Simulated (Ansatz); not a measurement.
# Li on Mo(110): change of the work function, part 5 of 5

How does Li on the top site change the work function of Mo(110) as the layer fills?

Ansatz 0.2.0; plane-wave DFT, PBEsol, Ansatz PAW.

So far, work function, upper face (eV): step 2 (the clean slab) 4.68; step 5 (adsorbate added, k-mesh 12×12×1, coverage 1 ML) 3.81; step 7 (the slab at 0.25 ML, atoms frozen) 2.18; step 8 (the substrate of the 0.25 ML cell alone) 4.71; step 9 (the adsorbate layer of the 0.25 ML cell alone) 3.00.

**11. A changed input: efield.ramp_width = 0.04**

This step: plane-wave DFT, PBEsol, Ansatz PAW (Ansatz 0.2.0).

System of this step: Li/Mo(110). The cell holds 5 atoms: 4 Mo and 1 Li. Cell: a = 2.728 Å, b = 2.728 Å, c = 27.496 Å, α = 90.0°, β = 90.0°, γ = 70.5°. Vacuum lies along c.

A run with a changed input: it repeats the earlier run at 1 ML with efield.ramp_width from 0.06 to 0.04.

Contents of input.yaml:

```yaml
crystal:
  lattice:
    - [2.2273863607, -1.575, 0.0]
    - [2.2273863607, 1.575, 0.0]
    - [0.0, 0.0, 27.4960445279]
  atoms:
    - { symbol: Mo, position: [0.0, 0.0, 0.3273198074] }
    - { symbol: Mo, position: [0.5, 0.5, 0.4083273268] }
    - { symbol: Mo, position: [0.0, 0.0, 0.4885714117] }
    - { symbol: Mo, position: [0.5, 0.5, 0.5649919759] }
    - { symbol: Li, position: [0.5, 0.5, 0.6726801926] }
kpoints:
  mp_grid: { grid: [12, 12, 1] }
hamiltonian:
  xc: pbesol
scf:
  occupations: { method: fermi_dirac, width: 0.1 }
  convergence: { dr2_threshold: 1.0e-08 }
efield:
  axis: 3
  dipole_correction: true
  ramp_position: 0.97
  ramp_width: 0.04
relax:
  f_tol: 0.02
  max_steps: 60
  constraints: [{ sites: [0, 1] }]
output:
  bader: true
  write_potential: true
  write_density: true
  volumetric_format: npy
```

Run with:

```sh
> ansatz run input.yaml --threads 4 --pin off --max-ram 6144MiB --backend cpu --events-out ev --progress --plain --runs-dir out
```

Numbers of over 12 decimals in the logs are rounded to 6 here.

What it wrote:

```text
[...]
Crystal: 5 atoms, lattice volume = 192.920 Å³
Basis set: ecut = 420 eV, 3817 PW (Γ), exchange–correlation on 40×40×384 points (8 copies of the dense FFT grid, shifted against one another)
Bands: 36, of which v1, the nominal top of the filled ones, is band 30 counted from 1 (29 counted from 0)
Symmetry: 4 space group operations
[...]
k-points: 43 of 144
[...]
SCF iter   1: F=—  HF=-19790.271205 eV  |F-HF|=—  |Δ(HF+E_count)|=         —  Δρ=4.34e-3  dr2=1.89e-1  ethr=1.77e-3  p=0.047 e·Å  D=4.41e-2 V/Å  ΔV_dip=-1.21 eV  dr2_dipole=1.01e-1  V_vac-E_F(+/−)=3.77/4.98 eV  ⟨swp⟩=9.2  Hψ=16804  notcnv=0  defer=2
[...]
SCF iter   9: F=-19790.263420 eV  HF=-19790.263420 eV  |F-HF|=3.38e-9  |Δ(HF+E_count)|=  5.09e-10  Δρ=9.02e-7  dr2=4.52e-9  ethr=1.69e-11  p=0.033 e·Å  D=3.10e-2 V/Å  ΔV_dip=-0.85 eV  dr2_dipole=1.83e-10  V_vac-E_F(+/−)=3.95/4.80 eV  ⟨swp⟩=8.3  Hψ=11789  notcnv=0
SCF 1 converged in 9 iterations: F = -19790.263420 eV  dr2 = 4.52e-9
[...]
relax step   1: F+E_penalty+E_count = -19790.26341995 eV  Δ(F+E_penalty+E_count) = +0.000e0 eV  max|allowed force component| = 5.595e-1 eV/Å  Δτ_max = 0.0000 Å  (9 SCF iters, accepted)
Bands: 42, of which v1, the nominal top of the filled ones, is band 30 counted from 1 (29 counted from 0)
[...]
SCF iter   9: F=-19790.324248 eV  HF=-19790.324248 eV  |F-HF|=9.54e-9  |Δ(HF+E_count)|=   7.90e-8  Δρ=1.09e-6  dr2=3.26e-9  ethr=1.69e-11  p=0.037 e·Å  D=3.45e-2 V/Å  ΔV_dip=-0.95 eV  dr2_dipole=1.05e-9  V_vac-E_F(+/−)=3.84/4.79 eV  ⟨swp⟩=10.0  Hψ=10879  notcnv=0
SCF 2 converged in 9 iterations: F = -19790.324248 eV  dr2 = 3.26e-9
[...]
relax step   2: F+E_penalty+E_count = -19790.32424788 eV  Δ(F+E_penalty+E_count) = -6.083e-2 eV  max|allowed force component| = 2.797e-1 eV/Å  Δτ_max = 0.1997 Å  (9 SCF iters, accepted)
[...]
SCF iter  10: F=-19790.335448 eV  HF=-19790.335448 eV  |F-HF|=3.94e-9  |Δ(HF+E_count)|=   7.07e-9  Δρ=5.25e-7  dr2=5.83e-10  ethr=1.69e-11  p=0.039 e·Å  D=3.63e-2 V/Å  ΔV_dip=-1.00 eV  dr2_dipole=7.08e-11  V_vac-E_F(+/−)=3.81/4.81 eV  ⟨swp⟩=9.8  Hψ=10374  notcnv=0
SCF 3 converged in 10 iterations: F = -19790.335448 eV  dr2 = 5.83e-10
relax step   3: F+E_penalty+E_count = -19790.33544848 eV  Δ(F+E_penalty+E_count) = -1.120e-2 eV  max|allowed force component| = 6.614e-2 eV/Å  Δτ_max = 0.1191 Å  (10 SCF iters, accepted)
SCF iter   1: F=—  HF=-19790.336657 eV  |F-HF|=—  |Δ(HF+E_count)|=         —  Δρ=1.23e-3  dr2=1.01e-2  ethr=1.58e-4  p=0.039 e·Å  D=3.63e-2 V/Å  ΔV_dip=-1.00 eV  dr2_dipole=1.53e-3  V_vac-E_F(+/−)=3.81/4.80 eV  ⟨swp⟩=2.4  Hψ=3389  notcnv=0  defer=28
[...]
SCF iter   8: F=-19790.336192 eV  HF=-19790.336192 eV  |F-HF|=1.09e-9  |Δ(HF+E_count)|=   9.20e-9  Δρ=6.07e-7  dr2=3.03e-9  ethr=1.69e-11  p=0.038 e·Å  D=3.61e-2 V/Å  ΔV_dip=-0.99 eV  dr2_dipole=1.04e-12  V_vac-E_F(+/−)=3.81/4.80 eV  ⟨swp⟩=9.9  Hψ=10673  notcnv=0
SCF 4 converged in 8 iterations: F = -19790.336192 eV  dr2 = 3.03e-9
relax step   4: F+E_penalty+E_count = -19790.33619195 eV  Δ(F+E_penalty+E_count) = -7.435e-4 eV  max|allowed force component| = 3.849e-3 eV/Å  Δτ_max = 0.0212 Å  (8 SCF iters, accepted)
[...]
SCF converged after 8 iterations
Free energy (F): -19790.336192 eV
[...]
Internal energy: -19790.209121 eV  (E = F + TS)
E sigma→0 (E₀):  -19790.272657 eV
Entropy (-TS):   -0.127071 eV (-25.414 meV/atom)
Fermi energy:    4.499522 eV
Dipole field:    D = 0.036057 V/Å  (p = 0.038442 e·Å, saw-weighted, corrected)
Work function:   Φ+ = 3.8114 eV   Φ− = 4.8028 eV
[...]
--- Forces (eV/Å), atoms counted from 1 ---
  atom   1  Mo     0.00000000     0.00000000     0.80727841
  atom   2  Mo     0.00000000    -0.00000000    -0.80877859
  atom   3  Mo     0.00000000    -0.00000000    -0.00362465
  atom   4  Mo     0.00000000     0.00000000     0.00384882
  atom   5  Li     0.00000000     0.00000000     0.00127853
  max |Σ_I F_I| component: 2.53e-6 eV/Å
--- Band table (eV; the first three rows and the last of 43) ---
  k-point 0: bands = [... 26 lower, 3.0741, 3.2332, 3.4355, 3.5843, 4.4805, 4.9047, 5.5214, 5.6850, ... 8 higher]
  k-point 1: bands = [... 26 lower, 2.9861, 3.2013, 3.4929, 3.7099, 4.2471, 4.9803, 5.1496, 5.5255, ... 8 higher]
  k-point 2: bands = [... 26 lower, 2.7058, 3.1501, 3.6210, 3.7880, 4.3052, 4.4309, 5.3927, 5.4922, ... 8 higher]
  k-point 42: bands = [... 26 lower, 4.7871, 4.9231, 5.2788, 5.5635, 5.8473, 6.4658, 7.4174, 7.6002, ... 8 higher]
--- Relaxed structure (4 steps of the walk, 4 accepted, 0 SCFs on fresh bases) ---
  F+E_penalty+E_count = -19790.33619195 eV   max|allowed force component| = 3.849e-3 eV/Å
  atoms:
    - { symbol: Mo, position: [0.0, 0.0, 0.3273198074] }
    - { symbol: Mo, position: [0.500000, 0.500000, 0.4083273268] }
    - { symbol: Mo, position: [1.6819695510593984e-19, -1.6819695510593984e-19, 0.488224] }
    - { symbol: Mo, position: [0.500000, 0.500000, 0.565701] }
    - { symbol: Li, position: [0.500000, 0.500000, 0.661857] }
--- Bader charges: 5 sites ---
  site symbol  charge [e]  shift [e]
     0     Mo     -0.0515     0.0000
     1     Mo      0.0437     0.0000
     2     Mo      0.0454     0.0000
     3     Mo     -0.7793     0.0005
     4     Li      0.7416     0.0007
  estimated error of the sums over rays = 5.9e-4 e
```

Elapsed: 46 s, on 4 threads of Intel Xeon Platinum 8259CL at 2.50GHz (Skylake/Cascade Lake), shared host; peak memory 0.88 GiB.

Step by step:

```
step  energy less that of the first step (eV)  largest force component (eV/Å)
   1                                   0.0000                          0.5595
   2                                  -0.0608                          0.2797
   3                                  -0.0720                          0.0661
   4                                  -0.0728                          0.0038
```

Forces are held to the 4 operations that the run works with; a distortion that breaks them can't arise in this run.

The atoms that moved most (Å):

```
atom     dx     dy      dz  length
 Li5  0.000  0.000  -0.298   0.298
 Mo4  0.000  0.000   0.019   0.019
 Mo3  0.000  0.000  -0.010   0.010
```

The relaxed structure:

```xyz
5
Lattice="2.2274 -1.5750 0.0000 2.2274 1.5750 0.0000 0.0000 0.0000 27.4960" Properties=species:S:1:pos:R:3
Mo    0.0000    0.0000    9.0000
Mo    2.2274    0.0000   11.2274
Mo    0.0000    0.0000   13.4242
Mo    2.2274    0.0000   15.5545
Li    2.2274    0.0000   18.1985
```

Numbers from this step:

```yaml
energy_at_zero_smearing: -19790.2727 eV
work_function_upper_face: 3.811 eV
work_function_lower_face: 4.803 eV
dipole_along_the_normal: 0.03844 e·Å
step_between_the_vacuum_levels: -0.9914 eV
```

```
                      quantity  this run  earlier run  difference
work function, upper face (eV)     3.811        3.811     -1.1e-5
work function, lower face (eV)     4.803        4.803      9.6e-6
 dipole along the normal (e·Å)   0.03844      0.03844      8.8e-7
```

Nothing in the table moves by 0.01 in its unit (for the dipole 0.5 % and 5e-5 e·Å).

**12. A changed input: relax.f_tol = 0.001 and relax.max_displacement = 0.5**

System of this step: Mo(110). The cell holds 4 atoms: 4 Mo. Its edges and angles: a = 2.728 Å, b = 2.728 Å, c = 24.682 Å, α = 90.0°, β = 90.0°, γ = 70.5°. Vacuum lies along c.

Another changed input: it repeats the earlier run at 0 ML with relax.f_tol from 0.02 to 0.001 and relax.max_displacement to 0.5.

input.yaml, the sections that differ from step 11:

```yaml
crystal:
  lattice:
    - [2.2273863607, -1.575, 0.0]
    - [2.2273863607, 1.575, 0.0]
    - [0.0, 0.0, 24.6821590822]
  atoms:
    - { symbol: Mo, position: [0.0, 0.0, 0.3646358477] }
    - { symbol: Mo, position: [0.5, 0.5, 0.4548786159] }
    - { symbol: Mo, position: [0.0, 0.0, 0.5451213841] }
    - { symbol: Mo, position: [0.5, 0.5, 0.6353641523] }
efield:
  axis: 3
  dipole_correction: true
  ramp_position: 0.97
  ramp_width: 0.06
relax:
  f_tol: 0.001
  max_steps: 60
  constraints: [{ sites: [0, 1] }]
  max_displacement: 0.5
output:
  write_potential: true
  write_density: true
  volumetric_format: npy
# kpoints, hamiltonian, scf: as in step 11
```

What it wrote:

```text
[...]
Crystal: 4 atoms, lattice volume = 173.177 Å³
Basis set: ecut = 420 eV, 3445 PW (Γ), exchange–correlation on 40×40×360 points (8 copies of the dense FFT grid, shifted against one another)
Bands: 34, of which v1, the nominal top of the filled ones, is band 28 counted from 1 (27 counted from 0)
Symmetry: 4 space group operations
k-points: 43 of 144
[...]
SCF iter   1: F=—  HF=-19587.096331 eV  |F-HF|=—  |Δ(HF+E_count)|=         —  Δρ=5.16e-3  dr2=1.92e-1  ethr=1.77e-3  p=0.000 e·Å  D=1.43e-13 V/Å  ΔV_dip=-0.00 eV  dr2_dipole=1.04e-6  V_vac-E_F(+/−)=4.96/4.96 eV  ⟨swp⟩=9.1  Hψ=15883  notcnv=0  defer=5
[...]
SCF iter   9: F=-19587.082699 eV  HF=-19587.082699 eV  |F-HF|=2.45e-9  |Δ(HF+E_count)|=   1.25e-8  Δρ=5.74e-7  dr2=1.01e-9  ethr=1.79e-11  p=-0.000 e·Å  D=-4.04e-8 V/Å  ΔV_dip=0.00 eV  dr2_dipole=5.83e-15  V_vac-E_F(+/−)=4.80/4.80 eV  ⟨swp⟩=9.6  Hψ=10280  notcnv=0
SCF 1 converged in 9 iterations: F = -19587.082699 eV  dr2 = 1.01e-9
[...]
relax step   1: F+E_penalty+E_count = -19587.08269918 eV  Δ(F+E_penalty+E_count) = +0.000e0 eV  max|allowed force component| = 8.637e-1 eV/Å  Δτ_max = 0.0000 Å  (9 SCF iters, accepted)
Bands: 40, of which v1, the nominal top of the filled ones, is band 28 counted from 1 (27 counted from 0)
[...]
SCF iter   1: F=—  HF=-19587.235504 eV  |F-HF|=—  |Δ(HF+E_count)|=         —  Δρ=2.53e-2  dr2=4.35e0  ethr=3.10e-3  p=0.000 e·Å  D=7.10e-8 V/Å  ΔV_dip=-0.00 eV  dr2_dipole=5.57e-1  V_vac-E_F(+/−)=4.82/4.82 eV  ⟨swp⟩=7.0  Hψ=6563  notcnv=0  defer=15
[...]
SCF iter  10: F=-19586.985725 eV  HF=-19586.985725 eV  |F-HF|=3.79e-9  |Δ(HF+E_count)|=  2.26e-10  Δρ=1.49e-6  dr2=8.78e-9  ethr=1.79e-11  p=0.011 e·Å  D=1.16e-2 V/Å  ΔV_dip=-0.29 eV  dr2_dipole=3.02e-9  V_vac-E_F(+/−)=4.55/4.84 eV  ⟨swp⟩=11.0  Hψ=11900  notcnv=0
SCF 2 converged in 10 iterations: F = -19586.985725 eV  dr2 = 8.78e-9
relax step   2: F+E_penalty+E_count = -19586.98572498 eV  Δ(F+E_penalty+E_count) = +9.697e-2 eV  max|allowed force component| = 1.756e0 eV/Å  Δτ_max = 0.3730 Å  (10 SCF iters, rejected (line search))
[...]
SCF iter  10: F=-19587.126672 eV  HF=-19587.126672 eV  |F-HF|=1.31e-9  |Δ(HF+E_count)|=   1.23e-8  Δρ=7.94e-7  dr2=2.89e-9  ethr=1.79e-11  p=0.008 e·Å  D=8.38e-3 V/Å  ΔV_dip=-0.21 eV  dr2_dipole=3.25e-10  V_vac-E_F(+/−)=4.61/4.82 eV  ⟨swp⟩=10.2  Hψ=11037  notcnv=0
SCF 3 converged in 10 iterations: F = -19587.126672 eV  dr2 = 2.89e-9
relax step   3: F+E_penalty+E_count = -19587.12667168 eV  Δ(F+E_penalty+E_count) = -4.397e-2 eV  max|allowed force component| = 6.161e-1 eV/Å  Δτ_max = 0.1809 Å  (10 SCF iters, accepted)
[...]
relax step   4: F+E_penalty+E_count = -19587.14195932 eV  Δ(F+E_penalty+E_count) = -1.529e-2 eV  max|allowed force component| = 1.311e-1 eV/Å  Δτ_max = 0.0420 Å  (9 SCF iters, accepted)
[...]
relax step   5: F+E_penalty+E_count = -19587.14288513 eV  Δ(F+E_penalty+E_count) = -9.258e-4 eV  max|allowed force component| = 9.862e-3 eV/Å  Δτ_max = 0.0166 Å  (8 SCF iters, accepted)
SCF iter   1: F=—  HF=-19587.142814 eV  |F-HF|=—  |Δ(HF+E_count)|=         —  Δρ=9.26e-5  dr2=6.86e-5  ethr=1.15e-6  p=0.006 e·Å  D=5.78e-3 V/Å  ΔV_dip=-0.14 eV  dr2_dipole=1.27e-5  V_vac-E_F(+/−)=4.68/4.82 eV  ⟨swp⟩=1.7  Hψ=2486  notcnv=0  defer=26
[...]
SCF iter   5: F=-19587.142890 eV  HF=-19587.142890 eV  |F-HF|=3.03e-9  |Δ(HF+E_count)|=   5.45e-9  Δρ=5.97e-7  dr2=1.88e-9  ethr=1.79e-11  p=0.006 e·Å  D=5.77e-3 V/Å  ΔV_dip=-0.14 eV  dr2_dipole=3.77e-11  V_vac-E_F(+/−)=4.68/4.82 eV  ⟨swp⟩=10.3  Hψ=11308  notcnv=0
SCF 6 converged in 5 iterations: F = -19587.142890 eV  dr2 = 1.88e-9
relax step   6: F+E_penalty+E_count = -19587.14288958 eV  Δ(F+E_penalty+E_count) = -4.447e-6 eV  max|allowed force component| = 1.603e-4 eV/Å  Δτ_max = 0.0010 Å  (5 SCF iters, accepted)
[...]
SCF converged after 5 iterations
Free energy (F): -19587.142890 eV
[...]
Internal energy: -19587.027014 eV  (E = F + TS)
E sigma→0 (E₀):  -19587.084952 eV
Entropy (-TS):   -0.115875 eV (-28.969 meV/atom)
Fermi energy:    4.626714 eV
Dipole field:    D = 0.005778 V/Å  (p = 0.005530 e·Å, saw-weighted, corrected)
Work function:   Φ+ = 4.6819 eV   Φ− = 4.8245 eV
[...]
--- Forces (eV/Å), atoms counted from 1 ---
  atom   1  Mo     0.00000000     0.00000000     0.78474861
  atom   2  Mo     0.00000000    -0.00000000    -0.78453163
  atom   3  Mo     0.00000000    -0.00000000    -0.00016033
  atom   4  Mo     0.00000000    -0.00000000    -0.00004897
  max |Σ_I F_I| component: 7.68e-6 eV/Å
--- Band table (eV; the first three rows and the last of 43) ---
  k-point 0: bands = [... 24 lower, 3.1612, 3.3093, 3.4085, 3.4862, 4.7682, 4.9600, 5.7611, 5.7844, ... 8 higher]
  k-point 1: bands = [... 24 lower, 3.0467, 3.1433, 3.4464, 3.7928, 4.4346, 5.0988, 5.3695, 5.6173, ... 8 higher]
  k-point 2: bands = [... 24 lower, 2.8056, 2.9547, 3.5825, 3.9071, 4.3666, 4.5245, 5.4788, 5.5738, ... 8 higher]
  k-point 42: bands = [... 24 lower, 3.0913, 5.1675, 5.2008, 5.4361, 5.6942, 6.1595, 7.2796, 7.6664, ... 8 higher]
--- Relaxed structure (6 steps of the walk, 5 accepted, 0 SCFs on fresh bases) ---
  F+E_penalty+E_count = -19587.14288958 eV   max|allowed force component| = 1.603e-4 eV/Å
  atoms:
    - { symbol: Mo, position: [0.0, 0.0, 0.364636] }
    - { symbol: Mo, position: [0.500000, 0.500000, 0.454879] }
    - { symbol: Mo, position: [3.629678202300994e-19, -3.629678202300994e-19, 0.544287] }
    - { symbol: Mo, position: [0.500000, 0.500000, 0.629429] }
```

Run time: 31 s. Hardware: 4 threads; peak memory 0.84 GiB; 2 min of CPU time.

The steps of the relaxation:

```
step  energy less that of the first step (eV)  largest force component (eV/Å)
   1                                   0.0000                          0.8637
   2                                   0.0970                          1.7563
   3                                  -0.0440                          0.6161
   4                                  -0.0593                          0.1311
   5                                  -0.0602                          0.0099
   6                                  -0.0602                          0.0002
```

Relaxation step 2 was tried and not accepted.

The run keeps the 4 symmetry operations that it works with, so distortions that break them were not tested.

The atoms that moved most (Å):

```
atom     dx     dy      dz  length
 Mo4  0.000  0.000  -0.146   0.146
 Mo3  0.000  0.000  -0.021   0.021
```

Final coordinates:

```xyz
4
Lattice="2.2274 -1.5750 0.0000 2.2274 1.5750 0.0000 0.0000 0.0000 24.6822" Properties=species:S:1:pos:R:3
Mo    0.0000    0.0000    9.0000
Mo    2.2274    0.0000   11.2274
Mo    0.0000    0.0000   13.4342
Mo    2.2274    0.0000   15.5357
```

This step gave:

| Property | Result |
| --- | --- |
| energy at zero smearing | -19587.0850 eV |
| work function, upper face | 4.682 eV |
| work function, lower face | 4.824 eV |
| dipole along the normal | 0.005530 e·Å |
| step between the vacuum levels | -0.1426 eV |

```
                      quantity  this run  earlier run  difference
work function, upper face (eV)     4.682        4.682     -1.7e-4
work function, lower face (eV)     4.824        4.824      9.1e-5
 dipole along the normal (e·Å)  0.005530     0.005520      9.9e-6
```

Nothing in the table moves by 0.01 in its unit (for the dipole 0.5 % and 5e-5 e·Å). The run took 51 SCF cycles against 44.

First to last step the energy falls by 0.060 eV; the largest move, 0.15 Å, is that of Mo4. Judged within 0.08 Å, the space group went from Cmme to Cmm2.

**13. Summary of results**

```
work function of the clean face                                                           : 4.68 eV
work function at 0.25 ML                                                                  : 2.18 eV
work function at 0.5 ML                                                                   : 2.55 eV
work function at 1 ML                                                                     : 3.81 eV
dipole per adsorbate at 0.25 ML, positive end outwards                                    : 1.83 D
step of the potential from the moved charge at 0.25 ML, upper less lower side, atoms held : -2.49 eV
```

**Reading.** Li lowers the work function of Mo(110) at the lowest coverage, by 2.51 eV: the adsorbate layer has its positive end outwards. The dipole per adsorbate falls from 1.83 to 0.16 D as the layer fills. Neighbouring dipoles depolarise each other, and heights and bonding change with coverage too. The slab has 4 layers, at the tabulated experimental lattice constant, one starting site was run, and quantum-size effects of a slab this thin can reach one or two tenths of an eV.

[Logs are printed without paths, hosts, clocks, repeated set-up lines and the standing remarks that a program may print on its own settings, such as how far it seeks lower states.]

[Hosts, paths, dates, database ids (printed as entryN), source tags and the programs' standing remarks are cut or masked in the printed files.]

[Maps of the electrostatic potential energy from Ansatz leave out the sawtooth potential of an applied field or a dipole correction, so their vacuum need not be flat; planar profiles and work functions include it.]
